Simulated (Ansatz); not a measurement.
# A hypothetical structure for Co2Ge2Bi, part 2 of 2

This structure for Co2Ge2Bi is made up. Its elements were placed in a known structure type with a cell scaled to their sizes. What cell does the guess relax to, and how far off was it?

Ansatz 0.2.0; DFT, PBEsol, plane-wave PAW, files of the set soft_1, scalar-relativistic, ferromagnetic start, cell and ions relaxed at zero pressure; PAW set soft_1 (the session's first sound run).

So far: Starting point; Relaxing cell and atoms. The relaxed cell has a = 4.110, c = 9.481 Å (conventional setting).

## (3) Electronic structure of the relaxed cell

With the geometry fixed, one more self-consistent run, with a narrower smearing and the mesh shown in its input, gives the bands, and its pressure, and its forces where symmetry allows any, show how far the geometry depends on these settings.

This step: DFT, PBEsol, plane-wave PAW, files of the set soft_1, scalar-relativistic, no spin, bands and density of states at the relaxed cell; PAW set soft_1 (Ansatz 0.2.0).

The input, input.yaml:

```yaml
crystal:
  lattice:
    - [-2.0547952335, 2.0547952335, 4.740493219]
    - [2.0547952335, -2.0547952335, 4.740493219]
    - [2.0547952335, 2.0547952335, -4.740493219]
  atoms:
    - { symbol: Bi, position: [0.0, 0.0, 0.0] }
    - { symbol: Ge, position: [0.6327369591, 0.6327369591, 0.0] }
    - { symbol: Ge, position: [0.3672630409, 0.3672630409, 0.0] }
    - { symbol: Co, position: [0.75, 0.25, 0.5] }
    - { symbol: Co, position: [0.25, 0.75, 0.5] }
kpoints:
  mp_grid: { grid: [10, 10, 10] }
  band_path:
    path:
      - [[0.0, 0.0, 0.0], [0.0, 0.0, 0.5], [-0.09394205, 0.09394205, 0.5], [-0.29697103, 0.29697103, 0.29697103], [0.0, 0.0, 0.0], [0.5, 0.5, -0.5], [0.29697103, 0.70302897, -0.29697103], [0.0, 0.5, 0.0], [0.25, 0.25, 0.25], [0.5, 0.5, -0.09394205], [0.5, 0.5, -0.5]]
      - [[0.0, 0.0, 0.5], [0.25, 0.25, 0.25]]
    npoints: 7
scf:
  occupations: { method: fermi_dirac, width: 0.03 }
  n_extra_bands: 9
hamiltonian:
  xc: pbesol
  pseudopotentials: { kind: paw, azcp: { folder: soft_1 }, xc_functional: pbe }
output:
  forces: true
  stress: true
  write_bands: true
  dos: { projected: true }
  write_density: true
  write_potential: true
  elf: true
  volumetric_format: npy
```

The run is started by

```sh
ansatz run input.yaml --threads 4 --pin off --max-ram 8192MiB --backend cpu --events-out ev --progress --plain --runs-dir out
```

Numbers of over 12 decimals in the logs are rounded to 6 here.

The program printed:

```text
[...]
Crystal: 5 atoms, lattice volume = 80.061 Å³
Basis set: ecut = 420 eV, 1587 PW (Γ), exchange–correlation on 80×80×80 points (8 copies of the dense FFT grid, shifted against one another)
Bands: 48, of which v1, the nominal top of the filled ones, is band 39 counted from 1 (38 counted from 0)
Symmetry: 16 space group operations
[...]
k-points: 102 of 1000
[...]
SCF iter   1: F=—  HF=-30944.258737 eV  |F-HF|=—  |Δ(HF+E_count)|=         —  Δρ=2.60e-1  dr2=5.99e1  ethr=3.10e-3  ⟨swp⟩=5.8  Hψ=17006  notcnv=0
[...]
SCF iter  12: F=-30937.384363 eV  HF=-30937.384363 eV  |F-HF|=2.47e-9  |Δ(HF+E_count)|=   3.48e-8  Δρ=2.10e-6  dr2=4.10e-9  ethr=1.30e-10  ⟨swp⟩=13.5  Hψ=31739  notcnv=0
SCF 1 converged in 12 iterations: F = -30937.384363 eV  dr2 = 4.10e-9
[...]
NSCF: frozen V_eff on 79 k-points
SCF converged after 12 iterations
Free energy (F): -30937.384363 eV
[...]
Internal energy: -30937.374569 eV  (E = F + TS)
E sigma→0 (E₀):  -30937.379466 eV
Entropy (-TS):   -0.009794 eV (-1.959 meV/atom)
Fermi energy:    14.916435 eV
[...]
--- Forces (eV/Å), atoms counted from 1 ---
  atom   1  Bi     0.00000000    -0.00000000     0.00000000
  atom   2  Ge     0.00000000    -0.00000000     0.00449235
  atom   3  Ge    -0.00000000     0.00000000    -0.00449235
  atom   4  Co    -0.00000000     0.00000000     0.00000000
  atom   5  Co     0.00000000     0.00000000    -0.00000000
  max |Σ_I F_I| component: 4.34e-18 eV/Å
--- Stress (GPa, compression-positive) ---
       -0.029744      -0.000000       0.000000
       -0.000000      -0.029744      -0.000000
        0.000000      -0.000000      -0.049136
  P = ⅓ Tr σ = -0.0362 GPa (-0.362 kbar)
--- Band table (eV; the first three rows and the last of 102) ---
  k-point 0: bands = [... 35 lower, 14.6179, 14.6404, 14.6404, 14.7432, 15.6039, 15.6039, 17.0416, 17.7369, ... 5 higher]
  k-point 1: bands = [... 35 lower, 14.2267, 14.4907, 14.5472, 15.0328, 15.0769, 15.8479, 17.6937, 17.7908, ... 5 higher]
  k-point 2: bands = [... 35 lower, 14.0748, 14.1945, 14.3557, 14.4102, 15.1951, 15.7472, 17.0617, 19.0328, ... 5 higher]
  k-point 101: bands = [... 35 lower, 13.8687, 14.1930, 14.7431, 16.2774, 17.6318, 17.7260, 18.6643, 18.6643, ... 5 higher]
```

Run time: 13 s. Hardware: 4 threads of Arm Neoverse V2, shared host; peak memory 0.63 GiB.

Numbers from this step:

| Property | Result |
| --- | --- |
| free energy | -30937.3844 eV |
| energy at zero smearing | -30937.3795 eV |
| smearing term TS | 0.009794 eV |
| Fermi energy | 14.92 eV |
| pressure | -0.03621 GPa |

bands.tsv at the labelled points (eV, zero at the Fermi level; the bands that come nearest the Fermi level along the path):

```tsv
point	band 36	band 37	band 38	band 39	band 40	band 41	band 42	band 43
Γ	-0.30	-0.28	-0.28	-0.17	0.69	0.69	2.13	2.82
X	-0.99	-0.76	-0.76	-0.04	0.26	0.49	1.74	2.81
Y	-0.95	-0.87	-0.79	-0.05	0.40	0.86	1.74	2.86
S	-1.23	-1.01	-0.02	0.59	1.15	1.74	2.49	3.16
Γ	-0.30	-0.28	-0.28	-0.17	0.69	0.69	2.13	2.82
Z	-1.05	-0.72	-0.17	1.36	2.72	2.81	3.75	3.75
S1	-1.23	-1.01	-0.02	0.59	1.15	1.74	2.49	3.16
N	-0.97	-0.86	0.31	0.37	0.57	1.35	1.85	3.22
P	-0.87	-0.87	-0.77	-0.76	0.27	0.27	2.77	3.55
Y1	-0.95	-0.87	-0.79	-0.05	0.40	0.86	1.74	2.86
Z	-1.05	-0.72	-0.17	1.36	2.72	2.81	3.75	3.75
X	-0.99	-0.76	-0.76	-0.04	0.26	0.49	1.74	2.81
P	-0.87	-0.87	-0.77	-0.76	0.27	0.27	2.77	3.55
```

States per cell as run, both spins, in windows of 1 eV, from dos.tsv (zero at the Fermi level): Near the top, bands beyond those computed are missing, so counts there can be too low.

```
from  to  total
  -8  -7   0.72
  -7  -6   0.13
  -6  -5   1.19
  -5  -4   2.39
  -4  -3   2.62
  -3  -2   5.66
  -2  -1   6.85
  -1   0   6.18
   0   1   2.74
   1   2   1.98
   2   3   2.58
   3   4   2.57
   4   5   2.27
   5   6   1.40
```

A further 51.3 states lie below the table's range.

Valence density in the ac plane of the conventional cell at fractional y = 0.000, with atoms of Bi and Ge and Co within 0.2 Å of it. It is the smooth field of the valence electrons, not physical close to the nuclei.

Values in e/Å³, 24 rows by 14 columns, each cell a mean:
```
 7  5  2  1  0  0  0  0  0  0  0  1  4  6
 3  2  1  0  0  0  0  0  0  0  0  1  1  3
 1  0  0  0  0  0  0  0  0  0  0  0  0  1
 0  0  0  0  0  0  1  1  1  0  0  0  0  0
 0  0  0  0  1  2  6  9  4  1  0  0  0  0
 0  0  0  0  1  6 28 40 16  3  1  0  0  0
 1  1  0  0  1  5 18 25 10  2  1  0  0  1
10  4  1  1  1  1  2  3  2  1  0  1  2  7
38 14  2  1  0  0  0  0  0  0  0  1  5 26
15  6  1  0  0  0  0  0  0  0  0  1  2 10
 1  1  0  0  0  0  0  0  0  0  0  0  1  1
 0  0  0  0  0  0  0  0  0  0  0  0  0  0
 1  0  0  0  0  0  0  0  0  0  0  0  0  1
 4  2  1  0  0  0  0  0  0  0  0  0  1  3
30 11  2  0  0  0  0  0  0  0  0  1  4 20
28 10  2  1  0  0  1  1  1  0  0  1  4 19
 3  1  1  0  1  2  6  9  4  1  1  1  1  2
 0  0  0  0  1  7 28 40 16  3  1  0  0  0
 0  0  0  0  1  4 18 25 10  2  0  0  0  0
 0  0  0  0  0  1  2  3  2  1  0  0  0  0
 0  0  0  0  0  0  0  0  0  0  0  0  0  0
 1  1  1  0  0  0  0  0  0  0  0  0  1  1
 5  3  2  1  0  0  0  0  0  0  0  1  2  4
 8  6  3  1  0  0  0  0  0  0  0  2  4  7
```
Columns run along a (4.1 Å), rows up along c (9.5 Å), edges of the conventional cell, whose origin can differ from the input's. Atoms in or near the plane, at fractional coordinates: Bi at (0.00, 0.00), Ge at (0.00, 0.63), Ge at (0.00, 0.37), Co at (0.50, 0.75), Co at (0.50, 0.25).

Electrostatic potential energy in the ac plane of the conventional cell at fractional y = 0.000, with atoms of Bi and Ge and Co within 0.2 Å of it. With pseudopotentials it is smooth inside the atoms' cores, unlike the true potential.

Ten even steps from '_' (-35 eV) to '@' (18 eV), each cell a mean:
```
____..++%%@@@@@@@@@@##--____
..::==##@@@@@@@@@@@@%%**--..
**##%%@@@@@@@@@@@@@@@@%%##**
@@@@@@@@@@%%##**##%%@@@@@@@@
@@@@@@@@##==....::++%%@@@@@@
@@@@@@%%++......__--##@@@@@@
****%%%%**::__....--##%%##**
++++++##%%**----==##%%**++++
**++++##%%@@%%%%@@@@%%**++**
++++++##@@@@@@@@@@@@%%**++++
++**##@@@@@@@@@@@@@@@@%%**++
%%%%@@@@@@@@@@@@@@@@@@@@%%%%
####%%@@@@@@@@@@@@@@@@@@%%##
++++**%%@@@@@@@@@@@@@@##++++
**++++##@@@@@@@@@@@@%%**++++
**++++##%%%%##**##%%%%**++++
++++**%%##==....::++%%##++++
##%%%%%%++......__::##%%%%##
@@@@@@@@**::__....--%%@@@@@@
@@@@@@@@%%**----==##@@@@@@@@
%%%%@@@@@@@@%%%%@@@@@@@@@@%%
==++##%%@@@@@@@@@@@@@@%%**==
____--**%%@@@@@@@@@@%%++..__
____..++%%@@@@@@@@@@##--____
```
Columns run along a (4.1 Å; values clipped at the 3rd and 97th percentile), rows up along c (9.5 Å), edges of the conventional cell, whose origin can differ from the input's. Atoms in or near the plane, at fractional coordinates: Bi at (0.00, 0.00), Ge at (0.00, 0.63), Ge at (0.00, 0.37), Co at (0.50, 0.75), Co at (0.50, 0.25).

ELF in the ac plane of the conventional cell at fractional y = 0.000, with atoms of Bi and Ge and Co within 0.2 Å of it. It is the smooth field of the valence electrons, not physical close to the nuclei.

Values, 24 rows by 14 columns, each cell a mean:
```
0.16 0.20 0.35 0.41 0.34 0.22 0.14 0.12 0.17 0.28 0.38 0.41 0.28 0.16
0.32 0.36 0.40 0.36 0.29 0.22 0.19 0.18 0.20 0.25 0.33 0.39 0.39 0.34
0.36 0.34 0.31 0.27 0.24 0.22 0.21 0.21 0.21 0.23 0.25 0.29 0.33 0.35
0.19 0.19 0.20 0.20 0.18 0.19 0.21 0.22 0.20 0.18 0.19 0.20 0.20 0.19
0.18 0.20 0.21 0.17 0.17 0.26 0.38 0.42 0.33 0.21 0.16 0.19 0.21 0.19
0.33 0.34 0.32 0.22 0.22 0.38 0.62 0.71 0.50 0.29 0.20 0.27 0.34 0.34
0.38 0.41 0.44 0.34 0.26 0.34 0.52 0.59 0.44 0.29 0.28 0.40 0.43 0.39
0.24 0.29 0.42 0.45 0.32 0.25 0.29 0.31 0.27 0.27 0.39 0.46 0.36 0.25
0.48 0.20 0.35 0.47 0.42 0.28 0.21 0.20 0.23 0.34 0.46 0.44 0.27 0.26
0.23 0.25 0.38 0.44 0.39 0.29 0.22 0.21 0.25 0.34 0.43 0.43 0.33 0.21
0.42 0.45 0.46 0.39 0.28 0.19 0.16 0.15 0.17 0.23 0.34 0.44 0.46 0.43
0.65 0.62 0.52 0.35 0.20 0.13 0.11 0.10 0.11 0.15 0.26 0.44 0.58 0.64
0.57 0.56 0.50 0.37 0.23 0.15 0.12 0.12 0.13 0.17 0.29 0.43 0.53 0.56
0.30 0.36 0.43 0.42 0.34 0.24 0.19 0.18 0.21 0.28 0.38 0.43 0.40 0.33
0.32 0.21 0.36 0.45 0.42 0.30 0.22 0.21 0.25 0.36 0.45 0.42 0.28 0.21
0.40 0.22 0.37 0.47 0.38 0.25 0.22 0.22 0.22 0.30 0.44 0.45 0.29 0.23
0.29 0.36 0.44 0.41 0.29 0.29 0.38 0.42 0.33 0.27 0.34 0.45 0.41 0.32
0.39 0.41 0.40 0.29 0.25 0.38 0.62 0.71 0.50 0.30 0.24 0.35 0.42 0.40
0.26 0.27 0.26 0.19 0.20 0.33 0.52 0.59 0.44 0.26 0.17 0.22 0.27 0.26
0.16 0.17 0.19 0.18 0.16 0.21 0.29 0.31 0.26 0.19 0.16 0.19 0.18 0.16
0.25 0.24 0.23 0.22 0.20 0.19 0.19 0.20 0.19 0.20 0.21 0.23 0.24 0.25
0.39 0.39 0.36 0.31 0.26 0.23 0.21 0.21 0.22 0.24 0.29 0.34 0.38 0.39
0.23 0.30 0.39 0.39 0.32 0.22 0.16 0.15 0.18 0.26 0.36 0.40 0.35 0.25
0.22 0.17 0.33 0.42 0.35 0.22 0.12 0.11 0.16 0.29 0.39 0.40 0.24 0.16
```
Columns run along a (4.1 Å), rows up along c (9.5 Å), edges of the conventional cell, whose origin can differ from the input's. Atoms in or near the plane, at fractional coordinates: Bi at (0.00, 0.00), Ge at (0.00, 0.63), Ge at (0.00, 0.37), Co at (0.50, 0.75), Co at (0.50, 0.25).

## (4) Results

| Property | Result |
| --- | --- |
| space group, relaxed | I4/mmm |
| conventional cell | a = 4.110, b = 4.110, c = 9.481 Å; α = 90.0°, β = 90.0°, γ = 90.0° |
| volume per atom | 16.01 Å³ (guess 15.54) |
| total moment | 0.00 μB in the cell of 5 atoms |

In words: Co2Ge2Bi relaxes to I4/mmm with a = 4.110, b = 4.110 and c = 9.481 Å. The guessed volume was 3 % too small. The space group I4/mmm was held in the relaxation, so the end point is a stationary structure within it and may be a saddle against distortions or other arrangements. The moments died out from this one start and weren't seeded again at the relaxed cell. Bands cross the Fermi level, so it is a metal or semimetal at this level. The electron count is odd, which forces that without spin polarisation or a larger cell. On the 10×10×10 mesh with the narrower smearing (relaxed on 10×10×10) the largest force component is 0.004 eV/Å and the largest stress component is 0.049 GPa, within the relaxation's thresholds of 0.015 eV/Å and 0.05 GPa. The cutoff wasn't tested. Spin-orbit coupling is left out, which can matter for elements this heavy. No dispersion term is used, so weakly bound directions may come out too long. Nothing here tests whether the compound is stable against decomposition.

[Logs are printed without paths, hosts, clocks, repeated set-up lines and the standing remarks that a program may print on its own settings, such as how far it seeks lower states.]

[Hosts, paths, dates, database ids (printed as entryN), source tags and the programs' standing remarks are cut or masked in the printed files.]
